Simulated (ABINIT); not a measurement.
## Tellurium (P3_121, 3 atoms a cell): G0W0 in ABINIT against the bands in the screening

Wanted: the cheapest bands in the screening that holds the gap of Tellurium (P3_121, 3 atoms a cell).

Program: ABINIT 10.8.3. Level of theory: PBE and many-body steps on it, plane waves. Results are calculated unless marked as measured.

The database entry behind the starting cell differs from later determinations by our own check (inner coordinate of an old entry), so it need not match the best structure at ambient conditions.

### 1. Set-up

The structure is trigonal, space group P3_121 (No. 152). The conventional cell has a = 4.454 Å, b = 4.454 Å, c = 5.924 Å, α = 90.00°, β = 90.00°, γ = 120.00°. Nearest to Te lie 2 Te at 2.86 Å.

The cell and positions come from the Crystallography Open Database and are kept as given unless a step says otherwise. Spin-orbit coupling is left out unless a step names it.

### 2. Screening, 3×3×2 mesh, 32 bands, screening to 130.6 eV

This step: ABINIT 10.8.3; RPA screening on PBE, plane waves, norm-conserving pseudopotentials.

The RPA dielectric matrix is built and inverted for each q.

Input file run.abi:

```
acell 3*1.0 Angstrom
rprim 
  4.454000000025 -0.000000000006 0.000000000000
  -2.227000000008 3.857277148481 0.000000000000
  0.000000000000 0.000000000000 5.924000000000
ntypat 1
znucl 52
natom 3
typat 1 1 1
xred 
  0.269000000000 0.000000000000 0.333333333333
  0.000000000000 0.269000000000 0.666666666667
  0.731000000000 0.731000000000 -0.000000000000
pp_dirpath "pseudos"
pseudos "Te.upf"
ecut 34
ngkpt 3 3 2
nshiftk 1
shiftk 0 0 0
kptopt 1
chksymbreak 0
istwfk *1
occopt 1
irdwfk 1
optdriver 3
nband 32
ecuteps 4.8
inclvkb 2
awtr 1
symchi 1
indata_prefix "in"
outdata_prefix "out"
tmpdata_prefix "tmp"
```

Command:

```sh
> OMP_NUM_THREADS=1 mpirun -n 4 abinit run.abi > log
```

The log of the run:

```text
.Version 10.8.3 of ABINIT. v10.8.2 released Aug 2026.

 Symmetries : space group P3_1 2 1 (#152); Bravais hP (primitive hexag.)
[... echo of the input left out ...]
== DATASET  1 ==================================================================
-   mpi_nproc: 4, omp_nthreads: 1 (-1 if OMP is not activated)

--- !DatasetInfo
iteration_state: {dtset: 1, }
dimensions: {natom: 3, nkpt: 6, mband: 32, nsppol: 1, nspinor: 1, nspden: 1, mpw: 6557, }
cutoff_energies: {ecut:  34.0, pawecutdg:  -1.0, }
electrons: {nelect:   4.80000000E+01, charge:   0.00000000E+00, occopt:   1.00000000E+00, tsmear:   1.00000000E-02, }

 SCREENING: Calculation of the susceptibility and dielectric matrices

 Based on a program developped by R.W. Godby, V. Olevano, G. Onida, and L. Reining.
 Incorporated in ABINIT by V. Olevano, G.-M. Rignanese, and M. Torrent.
.Using double precision arithmetic ; gwpc =  8

[... cell and pseudopotentials left out ...]
--------------------------------------------------------------------------------

 ==== K-mesh for the wavefunctions ====
 Number of points in the irreducible wedge :     6
[... list of points left out ...]
 Together with  6 symmetry operations and time-reversal symmetry
 yields    18 points in the full Brillouin Zone.

 ==== Q-mesh for the screening function ====
 Number of points in the irreducible wedge :     6
[... list of points left out ...]
 Together with  6 symmetry operations and time-reversal symmetry
 yields    18 points in the full Brillouin Zone.

 setmesh: FFT mesh size selected  =    27x   27x   45
          total number of points  =        32805

 vcoul_init : cutoff-mode = AUXILIARY_FUNCTION
 q-points for optical limit:   1
     1)      0.000010    0.000020    0.000030

- screening: taking advantage of time-reversal symmetry
- Maximum band index for partially occupied states nbvw = 24
- Remaining bands to be divided among processors   nbcw = 8
- Number of bands treated by each node ~2

 Number of electrons calculated from density =   48.0000; Expected =   48.0000
 average of density, n =  0.069887
 r_s =    1.5060
 omega_plasma =   25.5009 [eV]

 calculating chi0 at frequencies [eV] :
  1    0.000000E+00    0.000000E+00
  2    0.000000E+00    2.550086E+01

--------------------------------------------------------------------------------
  q-point number  1        q = ( 0.000000, 0.000000, 0.000000) [r.l.u.]
--------------------------------------------------------------------------------
[... chi0 elements left out ...]
 For q-point:  0.000010 0.000020 0.000030
  dielectric constant =   1.57852E+03
  dielectric constant without local fields =   2.09868E+03

  Average fulfillment of the sum rule on Im[epsilon] for q-point    1 :     11.69  [%]
[... wings left out ...]
  q-point number  2        q = ( 0.333333, 0.000000, 0.000000) [r.l.u.]
--------------------------------------------------------------------------------
[... chi0 elements left out ...]
  Average fulfillment of the sum rule on Im[epsilon] for q-point    2 :     20.95  [%]

 [... 4 further q-points ...]
```

Elapsed: 5.2 s, on 4 MPI ranks of Arm Neoverse V1, shared host; peak memory 0.73 GiB; 21 s of CPU time.

This step gave:

* ε∞ with local fields, on this mesh, along the program's q direction: 1579
* the same without local fields: 2099
* plasma frequency: 25.50 eV
* plane waves in the screening matrix: 329

Local fields lower ε∞ by 25 %. The value itself is an artefact of the mesh, where one narrow direct gap carries too much weight.

### 3. 32 bands

This step: G0W0 on PBE, plane waves, norm-conserving pseudopotentials.

Changes to run.abi since step 2:

```diff
@@ -24,8 +24,17 @@
 irdwfk 1
-optdriver 3
-nband 32
+optdriver 4
+nband 100
+gwcalctyp 0
+ecutsigx 34
+symsigma 1
+nkptgw 2
+kptgw 
+  0.3333333333 0.3333333333 0.5000000000
+  0.0000000000 0.0000000000 0.0000000000
+bdgw 
+  23 27
+  22 26
 ecuteps 4.8
-inclvkb 2
-awtr 1
-symchi 1
+irdscr 1
+ppmodel 1
 indata_prefix "in"
```

The log of the run:

```text
.Version 10.8.3 of ABINIT. v10.8.2 released Aug 2026.

 Symmetries : space group P3_1 2 1 (#152); Bravais hP (primitive hexag.)
[... echo of the input left out ...]
== DATASET  1 ==================================================================
-   mpi_nproc: 4, omp_nthreads: 1 (-1 if OMP is not activated)

--- !DatasetInfo
iteration_state: {dtset: 1, }
dimensions: {natom: 3, nkpt: 6, mband: 100, nsppol: 1, nspinor: 1, nspden: 1, mpw: 6557, }
cutoff_energies: {ecut:  34.0, pawecutdg:  -1.0, }
electrons: {nelect:   4.80000000E+01, charge:   0.00000000E+00, occopt:   1.00000000E+00, tsmear:   1.00000000E-02, }

 SIGMA: Calculation of the GW corrections

 Based on a program developped by R.W. Godby, V. Olevano, G. Onida, and L. Reining.
 Incorporated in ABINIT by V. Olevano, G.-M. Rignanese, and M. Torrent.
.Using double precision arithmetic ; gwpc =  8

[... cell and pseudopotentials left out ...]
--------------------------------------------------------------------------------

 ==== K-mesh for the wavefunctions ====
 Number of points in the irreducible wedge :     6
[... list of points left out ...]
 Together with  6 symmetry operations and time-reversal symmetry
 yields    18 points in the full Brillouin Zone.

 ==== Q-mesh for screening function ====
 Number of points in the irreducible wedge :     6
[... list of points left out ...]
 Together with  6 symmetry operations and time-reversal symmetry
 yields    18 points in the full Brillouin Zone.

 vcoul_init : cutoff-mode = AUXILIARY_FUNCTION
 q-points for optical limit:   1
     1)      0.000010    0.000020    0.000030
 setmesh: FFT mesh size selected  =    40x   40x   60
          total number of points  =        96000

 Number of electrons calculated from density =   48.0000; Expected =   48.0000
 average of density, n =  0.069887
 r_s =    1.5060
 omega_plasma =   25.5009 [eV]

 === KS Band Gaps ===
  >>>> For spin  1
   Minimum direct gap =   0.1738 [eV], located at k-point      :   0.3333  0.3333  0.5000
   Fundamental gap    =   0.1738 [eV], Top of valence bands at :   0.3333  0.3333  0.5000
                                       Bottom of conduction at :   0.3333  0.3333  0.5000
 SIGMA fundamental parameters:
 PLASMON POLE MODEL  1
 number of plane-waves for SigmaX                 6557
 number of plane-waves for SigmaC and W            329
 number of plane-waves for wavefunctions          6557
 number of bands                                   100
 number of independent spin polarizations            1
 number of spinorial components                      1
 number of k-points in IBZ                           6
 number of q-points in IBZ                           6
 number of symmetry operations                       6
 number of k-points in BZ                           18
 number of q-points in BZ                           18
 number of frequencies for dSigma/dE                 9
 frequency step for dSigma/dE [eV]                0.25
 number of omega for Sigma on real axis              0
 max omega for Sigma on real axis  [eV]           0.00
 zcut for avoiding poles [eV]                     0.10

 EPSILON^-1 parameters (SCR file):
 dimension of the eps^-1 matrix on file            329
 dimension of the eps^-1 matrix used               329
 number of plane-waves for wavefunctions          6557
 number of bands                                    32
 number of q-points in IBZ                           6
 number of frequencies                               2
 number of real frequencies                          1
 number of imag frequencies                          1

 matrix elements of self-energy operator (all in [eV])

 Perturbative Calculation

--- !SelfEnergy_ee
iteration_state: {dtset: 1, }
kpoint     : [   0.333,    0.333,    0.500, ]
spin       : 1
KS_gap     :    0.174
QP_gap     :    0.570
Delta_QP_KS:    0.397
data: !SigmaeeData |
     Band     E0 <VxcDFT>   SigX SigC(E0)      Z dSigC/dE  Sig(E)    E-E0       E
       23   4.683 -12.381 -14.438   1.795   0.776  -0.289 -12.584  -0.203   4.480
       24   4.683 -12.381 -14.438   1.795   0.776  -0.289 -12.584  -0.203   4.480
       25   4.857 -11.885  -9.305  -2.331   0.777  -0.287 -11.691   0.193   5.051
       26   6.003 -11.851  -9.094  -2.542   0.775  -0.290 -11.684   0.167   6.170
       27   6.003 -11.851  -9.094  -2.542   0.775  -0.290 -11.684   0.167   6.170

--- !SelfEnergy_ee
iteration_state: {dtset: 1, }
kpoint     : [   0.000,    0.000,    0.000, ]
spin       : 1
KS_gap     :    1.861
QP_gap     :    2.201
Delta_QP_KS:    0.340
data: !SigmaeeData |
     Band     E0 <VxcDFT>   SigX SigC(E0)      Z dSigC/dE  Sig(E)    E-E0       E
       22   3.007 -11.477 -14.257   2.556   0.762  -0.313 -11.648  -0.171   2.837
       23   3.007 -11.477 -14.257   2.556   0.762  -0.313 -11.648  -0.171   2.837
       24   3.836 -11.708 -14.430   2.405   0.768  -0.303 -11.951  -0.243   3.592
       25   5.696 -12.128  -9.580  -2.421   0.770  -0.299 -12.031   0.097   5.793
       26   5.696 -12.128  -9.580  -2.421   0.770  -0.299 -12.031   0.097   5.793

== END DATASET(S) ==============================================================
================================================================================

 -outvars: echo values of variables after computation  --------
           etotal      0.0000000000E+00
            nband         100
             nkpt           6
          spgroup         152
 [... the other variables as echoed above ...]

 Calculation completed.
```

The job ended after 12 s (4 MPI ranks; peak memory 0.85 GiB).

This step gave:

```yaml
g0w0_gap_on_the_points_computed: 0.5710 eV
starting_gap_on_the_mesh: 0.1739 eV
k_of_the_valence_top: 0.3333, 0.3333, 0.5
k_of_the_conduction_bottom: 0.3333, 0.3333, 0.5
z_at_the_valence_top: 0.776
z_at_the_conduction_bottom: 0.777
least_direct_g0w0_gap_on_the_computed_points: 0.5710 eV
```

### 4. Screening, 3×3×2 mesh, 41 bands, screening to 130.6 eV

This step: RPA screening on PBE, plane waves, norm-conserving pseudopotentials.

Changes to run.abi since step 3:

```diff
@@ -24,17 +24,8 @@
 irdwfk 1
-optdriver 4
-nband 100
-gwcalctyp 0
-ecutsigx 34
-symsigma 1
-nkptgw 2
-kptgw 
-  0.3333333333 0.3333333333 0.5000000000
-  0.0000000000 0.0000000000 0.0000000000
-bdgw 
-  23 27
-  22 26
+optdriver 3
+nband 41
 ecuteps 4.8
-irdscr 1
-ppmodel 1
+inclvkb 2
+awtr 1
+symchi 1
 indata_prefix "in"
```

The log of the run:

```text
.Version 10.8.3 of ABINIT. v10.8.2 released Aug 2026.

 Symmetries : space group P3_1 2 1 (#152); Bravais hP (primitive hexag.)
[... echo of the input left out ...]
== DATASET  1 ==================================================================
-   mpi_nproc: 4, omp_nthreads: 1 (-1 if OMP is not activated)

--- !DatasetInfo
iteration_state: {dtset: 1, }
dimensions: {natom: 3, nkpt: 6, mband: 41, nsppol: 1, nspinor: 1, nspden: 1, mpw: 6557, }
cutoff_energies: {ecut:  34.0, pawecutdg:  -1.0, }
electrons: {nelect:   4.80000000E+01, charge:   0.00000000E+00, occopt:   1.00000000E+00, tsmear:   1.00000000E-02, }

 SCREENING: Calculation of the susceptibility and dielectric matrices

 Based on a program developped by R.W. Godby, V. Olevano, G. Onida, and L. Reining.
 Incorporated in ABINIT by V. Olevano, G.-M. Rignanese, and M. Torrent.
.Using double precision arithmetic ; gwpc =  8

[... cell and pseudopotentials left out ...]
--------------------------------------------------------------------------------

 ==== K-mesh for the wavefunctions ====
 Number of points in the irreducible wedge :     6
[... list of points left out ...]
 Together with  6 symmetry operations and time-reversal symmetry
 yields    18 points in the full Brillouin Zone.

 ==== Q-mesh for the screening function ====
 Number of points in the irreducible wedge :     6
[... list of points left out ...]
 Together with  6 symmetry operations and time-reversal symmetry
 yields    18 points in the full Brillouin Zone.

 setmesh: FFT mesh size selected  =    27x   27x   45
          total number of points  =        32805

 vcoul_init : cutoff-mode = AUXILIARY_FUNCTION
 q-points for optical limit:   1
     1)      0.000010    0.000020    0.000030

- screening: taking advantage of time-reversal symmetry
- Maximum band index for partially occupied states nbvw = 24
- Remaining bands to be divided among processors   nbcw = 17
- Number of bands treated by each node ~4

 Number of electrons calculated from density =   48.0000; Expected =   48.0000
 average of density, n =  0.069887
 r_s =    1.5060
 omega_plasma =   25.5009 [eV]

 calculating chi0 at frequencies [eV] :
  1    0.000000E+00    0.000000E+00
  2    0.000000E+00    2.550086E+01

--------------------------------------------------------------------------------
  q-point number  1        q = ( 0.000000, 0.000000, 0.000000) [r.l.u.]
--------------------------------------------------------------------------------
[... chi0 elements left out ...]
 For q-point:  0.000010 0.000020 0.000030
  dielectric constant =   1.60450E+03
  dielectric constant without local fields =   2.09889E+03

  Average fulfillment of the sum rule on Im[epsilon] for q-point    1 :     20.96  [%]
[... wings left out ...]
  q-point number  2        q = ( 0.333333, 0.000000, 0.000000) [r.l.u.]
--------------------------------------------------------------------------------
[... chi0 elements left out ...]
  Average fulfillment of the sum rule on Im[epsilon] for q-point    2 :     30.42  [%]

 [... 4 further q-points ...]
```

Run time: 9.5 s. Hardware: 4 MPI ranks; peak memory 0.7 GiB.

Numbers from this step:

| Quantity | Value |
| --- | --- |
| ε∞ with local fields, on this mesh, along the program's q direction | 1604 |
| the same without local fields | 2099 |
| plasma frequency | 25.50 eV |
| plane waves in the screening matrix | 329 |

### 5. 41 bands

The self-energy is evaluated for the states that the input lists, and the levels follow from it, in one-shot runs by the linearised quasiparticle equation.

This step: G0W0 on PBE, plane waves, norm-conserving pseudopotentials.

Changes to run.abi since step 4:

```diff
@@ -24,8 +24,17 @@
 irdwfk 1
-optdriver 3
-nband 41
+optdriver 4
+nband 100
+gwcalctyp 0
+ecutsigx 34
+symsigma 1
+nkptgw 2
+kptgw 
+  0.3333333333 0.3333333333 0.5000000000
+  0.0000000000 0.0000000000 0.0000000000
+bdgw 
+  23 27
+  22 26
 ecuteps 4.8
-inclvkb 2
-awtr 1
-symchi 1
+irdscr 1
+ppmodel 1
 indata_prefix "in"
```

The log of the run:

```text
.Version 10.8.3 of ABINIT. v10.8.2 released Aug 2026.

 Symmetries : space group P3_1 2 1 (#152); Bravais hP (primitive hexag.)
[... echo of the input left out ...]
== DATASET  1 ==================================================================
-   mpi_nproc: 4, omp_nthreads: 1 (-1 if OMP is not activated)

--- !DatasetInfo
iteration_state: {dtset: 1, }
dimensions: {natom: 3, nkpt: 6, mband: 100, nsppol: 1, nspinor: 1, nspden: 1, mpw: 6557, }
cutoff_energies: {ecut:  34.0, pawecutdg:  -1.0, }
electrons: {nelect:   4.80000000E+01, charge:   0.00000000E+00, occopt:   1.00000000E+00, tsmear:   1.00000000E-02, }

 SIGMA: Calculation of the GW corrections

 Based on a program developped by R.W. Godby, V. Olevano, G. Onida, and L. Reining.
 Incorporated in ABINIT by V. Olevano, G.-M. Rignanese, and M. Torrent.
.Using double precision arithmetic ; gwpc =  8

[... cell and pseudopotentials left out ...]
--------------------------------------------------------------------------------

 ==== K-mesh for the wavefunctions ====
 Number of points in the irreducible wedge :     6
[... list of points left out ...]
 Together with  6 symmetry operations and time-reversal symmetry
 yields    18 points in the full Brillouin Zone.

 ==== Q-mesh for screening function ====
 Number of points in the irreducible wedge :     6
[... list of points left out ...]
 Together with  6 symmetry operations and time-reversal symmetry
 yields    18 points in the full Brillouin Zone.

 vcoul_init : cutoff-mode = AUXILIARY_FUNCTION
 q-points for optical limit:   1
     1)      0.000010    0.000020    0.000030
 setmesh: FFT mesh size selected  =    40x   40x   60
          total number of points  =        96000

 Number of electrons calculated from density =   48.0000; Expected =   48.0000
[...]
number of omega for Sigma on real axis              0
 max omega for Sigma on real axis  [eV]           0.00
 zcut for avoiding poles [eV]                     0.10

 EPSILON^-1 parameters (SCR file):
 dimension of the eps^-1 matrix on file            329
 dimension of the eps^-1 matrix used               329
 number of plane-waves for wavefunctions          6557
 number of bands                                    41
 number of q-points in IBZ                           6
 number of frequencies                               2
 number of real frequencies                          1
 number of imag frequencies                          1

 matrix elements of self-energy operator (all in [eV])

 Perturbative Calculation

--- !SelfEnergy_ee
iteration_state: {dtset: 1, }
kpoint     : [   0.333,    0.333,    0.500, ]
spin       : 1
KS_gap     :    0.174
QP_gap     :    0.516
Delta_QP_KS:    0.342
data: !SigmaeeData |
     Band     E0 <VxcDFT>   SigX SigC(E0)      Z dSigC/dE  Sig(E)    E-E0       E
       23   4.683 -12.381 -14.438   1.696   0.781  -0.280 -12.662  -0.281   4.402
       24   4.683 -12.381 -14.438   1.696   0.781  -0.280 -12.662  -0.281   4.402
       25   4.857 -11.885  -9.305  -2.502   0.782  -0.278 -11.824   0.061   4.918
[...]
--- !SelfEnergy_ee
iteration_state: {dtset: 1, }
kpoint     : [   0.000,    0.000,    0.000, ]
spin       : 1
KS_gap     :    1.861
QP_gap     :    2.164
Delta_QP_KS:    0.303
data: !SigmaeeData |
     Band     E0 <VxcDFT>   SigX SigC(E0)      Z dSigC/dE  Sig(E)    E-E0       E
[...]
25   5.696 -12.128  -9.580  -2.576   0.777  -0.287 -12.150  -0.022   5.674
       26   5.696 -12.128  -9.580  -2.576   0.777  -0.287 -12.150  -0.022   5.674

== END DATASET(S) ==============================================================
================================================================================

 -outvars: echo values of variables after computation  --------
           etotal      0.0000000000E+00
            nband         100
             nkpt           6
          spgroup         152
 [... the other variables as echoed above ...]

 Calculation completed.
```

It took 12 s on 4 MPI ranks; peak memory 0.85 GiB; 47 s of CPU time.

This step gave:

| Item | Value |
| --- | --- |
| G0W0 gap on the points computed | 0.516 eV |
| starting gap on the mesh | 0.1739 eV |
| k of the valence top | 0.3333, 0.3333, 0.5 |
| k of the conduction bottom | 0.3333, 0.3333, 0.5 |
| Z at the valence top | 0.781 |
| Z at the conduction bottom | 0.782 |
| least direct G0W0 gap on the computed points | 0.516 eV |

The gap on the mesh goes from 0.17 eV to 0.52 eV, a correction of +0.34 eV.

(Continued in part 2 of 2.)

[Paths, hosts, dates, memory and timing lines, banners, echoed tables and standing remarks are left out of the program output.]

[Logs are printed without paths, hosts, clocks, repeated set-up lines and the standing remarks that a program may print on its own settings, such as how far it seeks lower states.]

[Runs of the session that timed out or met a known fault of the program may be left out.]

[Hosts, paths, dates, database ids (printed as entryN), source tags and the programs' standing remarks are cut or masked in the printed files.]

[G0W0 gaps are taken among the corrected bands and points alone; a level outside them can change the order at an edge.]

[Where Ansatz stands beside ABINIT at settings called matched, ABINIT's density can come from a denser mesh and the files from another edition; pairs whose starting gaps differed by over 0.03 eV were left out, so agreement reads better than it is.]
